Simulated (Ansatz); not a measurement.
# What TaSnO3 (Pm-3m) distorts into

Aim: this structure of TaSnO3 (Pm-3m) is to be tested for unstable modes, and one is followed downhill.

Calculated with Ansatz 0.2.0; DFT PBEsol, scalar-relativistic, plane waves, PAW; PAW set soft_1.

Report form: the programs' logs are mostly left out.

## Step 1: Set-up

Symmetry: Pm-3m, No. 221, cubic system. Conventional cell: a = 4.024 Å, b = 4.024 Å, c = 4.024 Å, α = 90.00°, β = 90.00°, γ = 90.00°. Nearest to Ta lie 6 O at 2.01 Å. Sn has 12 O at 2.85 Å nearest. Nearest to O lie 2 Ta at 2.01 Å. Farther neighbours and most contacts between anions are not listed.

As a file:

```cif
data_structure
_symmetry_space_group_name_H-M 'Pm-3m'
_symmetry_Int_Tables_number 221
_cell_length_a 4.0242
_cell_length_b 4.0242
_cell_length_c 4.0242
_cell_angle_alpha 90.000
_cell_angle_beta 90.000
_cell_angle_gamma 90.000
_cell_volume 65.17
loop_
_atom_site_label
_atom_site_type_symbol
_atom_site_symmetry_multiplicity
_atom_site_Wyckoff_symbol
_atom_site_fract_x
_atom_site_fract_y
_atom_site_fract_z
_atom_site_occupancy
Ta1 Ta 1 b 0.50000 0.50000 0.50000 1
Sn1 Sn 1 a 0.00000 0.00000 0.00000 1
O1 O 3 c 0.00000 0.50000 0.50000 1
```

## Step 2: The dispersion

The cell comes from relaxations at this level that are not shown. Stability and thermal properties need the whole zone. Linear response on a 4×4×4 q mesh gives force constants as far as a supercell of that size would.

Input file input.yaml:

```yaml
crystal:
  lattice:
    - [4.0241795564, 0.0, 0.0]
    - [0.0, 4.0241795564, 0.0]
    - [0.0, 0.0, 4.0241795564]
  atoms:
    - { symbol: Ta, position: [0.5, 0.5, 0.5] }
    - { symbol: Sn, position: [0.0, 0.0, 0.0] }
    - { symbol: O, position: [0.0, 0.5, 0.5] }
    - { symbol: O, position: [0.5, 0.0, 0.5] }
    - { symbol: O, position: [0.5, 0.5, 0.0] }
kpoints:
  mp_grid: { grid: [12, 12, 12] }
hamiltonian:
  xc: pbesol
  pseudopotentials: { kind: paw, azcp: { folder: soft_1 }, xc_functional: pbe }
scf:
  occupations: { method: methfessel_paxton, width: 0.2 }
output:
  eigenvalues: true
phonons:
  method: dfpt
  qmesh: [4, 4, 4]
  temperatures: { t_max: 1000, t_step: 50 }
  qpath:
    path:
      - [[0.0, 0.0, 0.0], [0.0, 0.5, 0.0], [0.5, 0.5, 0.0], [0.0, 0.0, 0.0], [0.5, 0.5, 0.5], [0.0, 0.5, 0.0]]
      - [[0.5, 0.5, 0.5], [0.5, 0.5, 0.0]]
    npoints: 10
```

Started as:

```sh
$ ansatz run input.yaml --threads 4 --pin off --max-ram 10240MiB --backend cpu --events-out ev --progress --plain --runs-dir out
```

Wall time 47 min (4 threads of Arm Neoverse V1, shared host); peak memory 6.1 GiB.

This step gave:

```
volume per atom                                         : 13.03 Å³
gap on the k-mesh                                       : 0 eV
sum-rule residual before enforcement                    : 7.66e-4 eV/Å²
lowest frequency on the path                            : -57.08 cm⁻¹
point group                                             : m-3m
highest frequency on the path or at a solved wavevector : 787.1 cm⁻¹
highest optical mode at the zone centre (no LO-TO term) : 557.8 cm⁻¹
lowest optical zone-centre mode                         : -33.44 cm⁻¹
lowest mode on the q mesh (acoustic modes at Γ apart)   : -55.97 cm⁻¹
```

Frequencies (cm⁻¹) solved at each irreducible wavevector; negative means imaginary. Frequencies by wavevector, by row:

| q in reciprocal lattice units | star | mode 1 | mode 2 | mode 3 | mode 4 | mode 13 | mode 14 | mode 15 |
| --- | --- | --- | --- | --- | --- | --- | --- | --- |
| 0 0 0 | 1 | -33.4 | -33.4 | -33.4 | 0 | 557.8 | 557.8 | 557.8 |
| 0 0 0.25 | 6 | -40.5 | -40.5 | -15.3 | -15.3 | 525.6 | 525.6 | 594 |
| 0 0 -0.5 | 3 | -25.2 | -25.2 | 62.3 | 62.3 | 518.3 | 518.3 | 657.6 |
| 0 0.25 0.25 | 12 | -56 | -18.9 | -13.8 | 47 | 506.6 | 588.1 | 599.8 |
| 0 0.25 -0.5 | 12 | -26.2 | -14.8 | 59.7 | 66.2 | 497.2 | 589.1 | 683.1 |
| 0 -0.5 -0.5 | 3 | -8.6 | 24.8 | 24.8 | 41.8 | 486.5 | 644.8 | 723.1 |
| 0.25 0.25 0.25 | 8 | 9.4 | 9.4 | 36.9 | 116.2 | 594.9 | 594.9 | 611.6 |
| 0.25 0.25 -0.5 | 12 | -14.7 | 17 | 25.7 | 85.5 | 597.6 | 604.2 | 704.4 |
| 0.25 -0.5 -0.5 | 6 | -13.7 | -13.3 | 23.3 | 23.3 | 613 | 658.8 | 748.4 |
| -0.5 -0.5 -0.5 | 1 | 24.8 | 24.8 | 24.8 | 36.4 | 672.1 | 672.1 | 787.1 |

Interpolated from a 4×4×4 q mesh. Phonon branches along the path, in cm⁻¹:

| point | branch 1 | branch 2 | branch 3 | branch 4 | branch 12 | branch 13 | branch 14 | branch 15 |
| --- | --- | --- | --- | --- | --- | --- | --- | --- |
| Γ | -33 | -33 | -33 | 0 | 269 | 558 | 558 | 558 |
| halfway | -40 | -40 | -15 | -15 | 260 | 526 | 526 | 594 |
| X | -25 | -25 | 62 | 62 | 319 | 518 | 518 | 658 |
| halfway | -26 | -15 | 60 | 66 | 323 | 497 | 589 | 683 |
| M | -9 | 25 | 25 | 42 | 325 | 486 | 645 | 723 |
| halfway | -56 | -19 | -14 | 47 | 280 | 507 | 588 | 600 |
| Γ | -33 | -33 | -33 | 0 | 269 | 558 | 558 | 558 |
| halfway | 9 | 9 | 37 | 116 | 299 | 595 | 595 | 612 |
| R | 25 | 25 | 25 | 36 | 271 | 672 | 672 | 787 |
| halfway | -15 | 17 | 26 | 85 | 312 | 598 | 604 | 704 |
| X | -25 | -25 | 62 | 62 | 319 | 518 | 518 | 658 |
| jump to R | 25 | 25 | 25 | 36 | 271 | 672 | 672 | 787 |
| halfway | -14 | -13 | 23 | 23 | 296 | 613 | 659 | 748 |
| M | -9 | 25 | 25 | 42 | 325 | 486 | 645 | 723 |

Symmetry leaves 10 wavevectors to solve. The lowest mode among them, the acoustic zeros apart, lies at q = (0, 0.25, 0.25) and is imaginary, 56.0i cm⁻¹, so the energy falls along it.

## Step 3: The mode frozen in, largest atomic shift 0 Å

The mode followed lies at Γ with frequency 33.4i cm⁻¹ and is 3-fold degenerate, one of the unstable modes though not the softest. At small amplitude the distorted cell has space group no. 38 by a symmetry search on the positions. The undistorted cell that holds it gives the zero of energy on the same k mesh.

input.yaml, the sections that differ from step 2:

```yaml
output:
  forces: true
  stress: true
  eigenvalues: true
# crystal, kpoints, hamiltonian, scf: as in step 2
# phonons: removed
```

Elapsed: 2.7 s, on 4 threads; peak memory 0.46 GiB; 10 s of CPU time.

This run has no spin polarisation although its electron count is odd.

This step gave:

* pressure: -0.007991 GPa
* energy from the undistorted cell: 0 meV/atom

## Step 4: The mode frozen in, largest atomic shift 0.14 Å

The atoms are moved along the unstable eigenvector, the largest shift by 0.14 Å, with the cell fixed.

input.yaml, the sections that differ from step 3:

```yaml
crystal:
  lattice:
    - [4.0241795564, 0.0, 0.0]
    - [0.0, 4.0241795564, 0.0]
    - [0.0, 0.0, 4.0241795564]
  atoms:
    - { symbol: Ta, position: [0.5, 0.4890619819, 0.4890619819] }
    - { symbol: Sn, position: [0.0, 0.0246000329, 0.0246000329] }
    - { symbol: O, position: [0.0, 0.4776278178, 0.4776278178] }
    - { symbol: O, position: [0.5, -0.0140754811, 0.4776278178] }
    - { symbol: O, position: [0.5, 0.4776278178, -0.0140754811] }
# kpoints, hamiltonian, scf, output: as in step 3
```

Run time: 18 s. Hardware: 4 threads; peak memory 0.77 GiB.

Numbers from this step:

```yaml
pressure: 0.7298 GPa
energy_from_the_undistorted_cell: -1.119 meV/atom
```

The energy, extrapolated to zero smearing, is -1.12 meV/atom against the undistorted cell.

The run ends at a pressure of 0.73 GPa, with forces up to 0.048 eV/Å.

## Step 5: Energy along the mode, all amplitudes (two of the runs are shown above)

An imaginary frequency means negative curvature, so the energy should fall and then rise again as anharmonic terms take over.

This step gave:

* depth at the lowest point sampled: 1.119 meV/atom
* largest atomic shift at that point: 0.14 Å

The energy from the parent by largest atomic shift:

| largest atomic shift (Å) | energy from the parent (meV/atom) |
| --- | --- |
| 0.000 | 0 |
| 0.040 | -0.116 |
| 0.080 | -0.441 |
| 0.140 | -1.12 |
| 0.220 | -1.01 |
| 0.320 | 9.72 |

Displacement at unit largest shift by atom:

| atom | x (Å) | y (Å) | z (Å) | size |
| --- | --- | --- | --- | --- |
| Ta1 | 0.000 | -0.314 | -0.314 | 0.444 |
| Sn2 | 0.000 | 0.707 | 0.707 | 1.000 |
| O3 | 0.000 | -0.643 | -0.643 | 0.909 |
| O4 | 0.000 | -0.405 | -0.643 | 0.760 |
| O5 | 0.000 | -0.643 | -0.405 | 0.760 |

The lowest of the steps tried is at 0.14 Å, 1.12 meV/atom below the parent; the bottom of the well need not coincide with a step.

## Step 6: Relaxing from the distorted cell

Starting from the lowest point found, all atoms and the cell are let go, so that strain and other modes of the same symmetry can join in.

input.yaml: that of step 4 with these lines changed.

```diff
@@ -22 +22,6 @@
   eigenvalues: true
+relax:
+  adjacent_minimum: "off"
+  f_tol: 0.002
+  max_steps: 120
+  cell: { stress_tol: 0.03 }
```

The job ended after 4 min (4 threads; peak memory 0.84 GiB).

The steps of the relaxation:

| step | energy less that of the first step (eV) | largest force component (eV/Å) | pressure (GPa) | volume (Å³) |
| --- | --- | --- | --- | --- |
| 1 | 0.0000 | 0.0339 | 0.73 | 65.17 |
| 2 | -0.0006 | 0.0286 | -0.24 | 65.52 |
| 3 | -0.0016 | 0.0538 | 0.03 | 65.50 |
| 4 | -0.0022 | 0.1255 | 0.47 | 65.61 |
| 5 | -0.0030 | 0.0325 | 0.02 | 65.72 |
| 6 | -0.0032 | 0.0013 | 0.00 | 65.70 |
| 7 | -0.0032 | 0.0050 | -0.01 | 65.70 |
| 8 | -0.0033 | 0.0007 | 0.01 | 65.69 |
| 9* | -0.0046 | 0.0006 | 0.05 | 65.69 |
| 10 | -0.0046 | 0.0007 | 0.01 | 65.69 |
| 11* | -0.0046 | 0.0006 | 0.01 | 65.69 |
| 12 | -0.0046 | 0.0003 | 0.00 | 65.70 |
| 13* | -0.0046 | 0.0003 | 0.00 | 65.70 |

Relaxation steps marked * repeat the geometry before them on a plane-wave basis chosen anew for their cell, so energy and pressure can jump there.

Forces are held to the 4 operations that the run works with; a distortion that breaks them can't arise in this run.

| conventional cell, symmetrised | before | after | change |
| --- | --- | --- | --- |
| a (Å) | 4.024 | 4.047 | +0.6 % |
| b (Å) | 5.691 | 5.751 | +1.0 % |
| c (Å) | 5.691 | 5.646 | -0.8 % |
| volume (Å³/atom) | 13.03 | 13.14 | +0.8 % |

The atoms that moved most (Å, as changes of fractional coordinates times the final cell):

| atom | dx | dy | dz | length |
| --- | --- | --- | --- | --- |
| Sn2 | 0.000 | 0.063 | 0.063 | 0.089 |
| O4 | 0.000 | -0.014 | -0.029 | 0.032 |
| O5 | 0.000 | -0.029 | -0.014 | 0.032 |
| O3 | 0.000 | -0.014 | -0.014 | 0.020 |
| Ta1 | 0.000 | -0.006 | -0.006 | 0.008 |

Final coordinates:

```xyz
5
Lattice="4.0468 0.0000 0.0000 0.0000 4.0293 -0.0370 0.0000 -0.0370 4.0293" Properties=species:S:1:pos:R:3 pbc="T T T"
Ta    2.0234    1.9467    1.9467
Sn    0.0000    0.1613    0.1613
O     0.0000    1.8925    1.8925
O     2.0234   -0.0884    1.8961
O     2.0234    1.8961   -0.0884
```

Numbers from this step:

```yaml
pressure: 9.41e-4 GPa
volume_per_atom: 13.14 Å³
```

The distorted start has space group Amm2; the relaxation ends in Amm2.

## Step 7: The new phase in its own primitive cell

The relaxed structure is symmetrised, reduced to its primitive cell and relaxed tightly, as its phonons need.

input.yaml, the sections that differ from step 6:

```yaml
crystal:
  lattice:
    - [4.0468008303, 0.0, 0.0]
    - [0.0, 2.8753161448, 2.8229705727]
    - [0.0, -2.8753161448, 2.8229705727]
  atoms:
    - { symbol: Ta, position: [0.5, 0.4876221701, 0.4876221701] }
    - { symbol: Sn, position: [0.0, 0.0403974703, 0.0403974703] }
    - { symbol: O, position: [0.0, 0.4740413484, 0.4740413484] }
    - { symbol: O, position: [0.5, 0.9823725252, 0.4704086553] }
    - { symbol: O, position: [0.5, 0.4704086553, 0.9823725252] }
kpoints:
  mp_grid: { grid: [10, 10, 10] }
relax:
  adjacent_minimum: "off"
  f_tol: 0.001
  max_steps: 60
  cell: { stress_tol: 0.01 }
# hamiltonian, scf, output: as in step 6
```

Elapsed: 1.9 min, on 4 threads; peak memory 0.69 GiB; 7.6 min of CPU time.

The steps of the relaxation:

| step | energy less that of the first step (eV) | largest force component (eV/Å) | pressure (GPa) | volume (Å³) |
| --- | --- | --- | --- | --- |
| 1 | 0.0000 | 0.0450 | 0.02 | 65.70 |
| 2 | -0.0008 | 0.0304 | -0.03 | 65.65 |
| 3 | -0.0014 | 0.0453 | -0.02 | 65.59 |
| 4 | -0.0019 | 0.0435 | -0.03 | 65.53 |
| 5 | -0.0022 | 0.0365 | 0.32 | 65.38 |
| 6 | -0.0022 | 0.0020 | -0.01 | 65.48 |
| 7 | -0.0022 | 0.0007 | 0.00 | 65.48 |
| 8* | -0.0018 | 0.0007 | -0.01 | 65.48 |
| 9 | -0.0018 | 0.0001 | 0.00 | 65.47 |
| 10* | -0.0018 | 0.0001 | 0.00 | 65.47 |

Relaxation steps marked * repeat the geometry before them on a plane-wave basis chosen anew for their cell, so energy and pressure can jump there.

The run keeps the 4 symmetry operations that it works with, so distortions that break them were not tested.

| conventional cell, symmetrised | before | after | change |
| --- | --- | --- | --- |
| a (Å) | 4.047 | 4.038 | -0.2 % |
| b (Å) | 5.751 | 5.786 | +0.6 % |
| c (Å) | 5.646 | 5.603 | -0.8 % |
| volume (Å³/atom) | 13.14 | 13.09 | -0.3 % |

The atoms that moved most (Å, as changes of fractional coordinates times the final cell):

| atom | dx | dy | dz | length |
| --- | --- | --- | --- | --- |
| Sn2 | 0.000 | 0.000 | -0.061 | 0.061 |
| O5 | 0.000 | 0.007 | 0.018 | 0.019 |
| O4 | 0.000 | -0.007 | 0.018 | 0.019 |
| O3 | 0.000 | 0.000 | 0.018 | 0.018 |
| Ta1 | 0.000 | 0.000 | 0.008 | 0.008 |

The relaxed structure:

```xyz
5
Lattice="4.0385 0.0000 0.0000 0.0000 2.8932 2.8017 0.0000 -2.8932 2.8017" Properties=species:S:1:pos:R:3 pbc="T T T"
Ta    2.0192    0.0000    2.7400
Sn    0.0000    0.0000    0.1656
O     0.0000    0.0000    2.6742
O     2.0192    1.4747    4.0879
O     2.0192   -1.4747    4.0879
```

This step gave:

| Quantity | Value |
| --- | --- |
| pressure | 4.37e-4 GPa |
| volume per atom | 13.09 Å³ |

The largest force component left is 0.078 meV/Å and the pressure is 0.000 GPa, within the tolerances set. The cell now holds 13.09 Å³/atom.

## Step 8: Modes of the new phase, k-mesh 10×10×10

A relaxed structure may still be a saddle point, so its zone-centre modes are computed. No field response is asked, since the mesh shows no gap.

input.yaml, the sections that differ from step 7:

```yaml
crystal:
  lattice:
    - [4.0384856538, 0.0, 0.0]
    - [0.0, 2.8932158626, 2.80171122]
    - [0.0, -2.8932158626, 2.80171122]
  atoms:
    - { symbol: Ta, position: [0.5, 0.4889871804, 0.4889871804] }
    - { symbol: Sn, position: [0.0, 0.029544943, 0.029544943] }
    - { symbol: O, position: [0.0, 0.4772495912, 0.4772495912] }
    - { symbol: O, position: [0.5, 0.9843827176, 0.4746777371] }
    - { symbol: O, position: [0.5, 0.4746777371, 0.9843827176] }
output:
  eigenvalues: true
phonons:
  method: dfpt
# kpoints, hamiltonian, scf: as in step 7
# relax: removed
```

Elapsed: 4 min, on 4 threads; peak memory 1.9 GiB; 15 min of CPU time.

This step gave:

- sum-rule residual before enforcement: 7.57e-4 eV/Å²
- point group: mm2
- highest optical mode at the zone centre (no LO-TO term): 566.6 cm⁻¹
- lowest optical zone-centre mode: -11.77 cm⁻¹

Patterns of degenerate modes are one choice out of their space. The modes at Γ (shares of kinetic energy by element, %) (negative means imaginary):

| mode | frequency (cm⁻¹) | symmetry | Ta % | Sn % | O % |
| --- | --- | --- | --- | --- | --- |
| 1 | -11.8 | B1 | 20 | 64 | 16 |
| 2 | 0.0 | acoustic | 52 | 34 | 14 |
| 3 | 0.0 | acoustic | 52 | 34 | 14 |
| 4 | 0.0 | acoustic | 52 | 34 | 14 |
| 5 | 26.6 | B2 | 21 | 64 | 15 |
| 6 | 49.4 | A1 | 20 | 64 | 15 |
| 7 | 242.1 | A1 | 19 | 1 | 80 |
| 8 | 261.3 | B2 | 16 | 1 | 83 |
| 9 | 266.9 | B1 | 25 | 2 | 73 |
| 10 | 271.0 | A2 | 0 | 0 | 100 |
| 11 | 276.3 | A1 | 5 | 0 | 94 |
| 12 | 291.2 | B2 | 8 | 0 | 91 |
| 13 | 536.4 | A1 | 4 | 0 | 96 |
| 14 | 542.9 | B1 | 4 | 0 | 96 |
| 15 | 566.6 | B2 | 3 | 0 | 97 |

Displacements in mode 5 (26.6 cm⁻¹), the largest set to 1:
```
Ta1  0.00 -0.46  0.00
Sn2  0.00  1.00  0.00
O3   0.00 -0.87  0.00
O4   0.00 -0.67  0.12
O5   0.00 -0.67 -0.12
```

Displacements in mode 11 (276.3 cm⁻¹), the largest set to 1:
```
Ta1  0.00  0.00 -0.08
Sn2  0.00  0.00  0.01
O3   0.00  0.00  1.00
O4   0.00  0.18 -0.13
O5   0.00 -0.18 -0.13
```

Before it was imposed, the acoustic sum rule was missed by 7.6e-4 eV/Å². Small misses are needed for a sound result but don't prove that mesh and cutoff are converged. The lowest optical mode is imaginary, 11.8i cm⁻¹, so the energy falls along it.

## Step 9: Summary of results

```
unstable mode of the parent                                                      : q = (0, 0, 0), 33i cm⁻¹
depth at the lowest point sampled                                                : 1.12 meV/atom
largest atomic shift at that point                                               : 0.14 Å
space group reached (within 0.01 Å)                                              : Amm2
energy gained over the parent (first relaxation, on the mesh of the frozen mode) : 2.21 meV/atom
volume per atom, phase reached                                                   : 13.1 Å³
lowest optical zone-centre mode, phase reached                                   : -11.8 cm⁻¹
highest optical mode at the zone centre (no LO-TO term), phase reached           : 567 cm⁻¹
```

In words: Along this mode the structure falls into Amm2, 2.21 meV/atom below the parent. At the parent's cell the well is 1.119 meV/atom deep on the steps tried, with its lowest point at a shift of 0.14 Å. Relaxing atoms and cell changes the gain by +1.09 meV/atom against the lowest step (energies at zero smearing). The new phase still has an imaginary mode at the zone centre of its cell, so it is a saddle point on the way to a lower structure. Of the 5 patterns followed to their end from this parent, this one ends 0.281 meV/atom above the lowest, R3m. Another end point lies within 1 meV/atom; how such a difference moves with mesh and cutoff was not tested. Each path keeps the symmetry of its pattern, so a lower phase may lie along a pattern not tried. With no gap, or one that is small against the smearing, the frequencies hang on the k mesh and the smearing, most of all near Kohn anomalies. The phonon runs are without spin polarisation, although the cell has an odd electron count. Spin-orbit coupling is left out, which can matter for the heavy elements here. The PAW files were made for PBE and serve the other functionals too.

[Logs are printed without paths, hosts, clocks, repeated set-up lines and the standing remarks that a program may print on its own settings, such as how far it seeks lower states.]

[Hosts, paths, dates, database ids (printed as entryN), source tags and the programs' standing remarks are cut or masked in the printed files.]
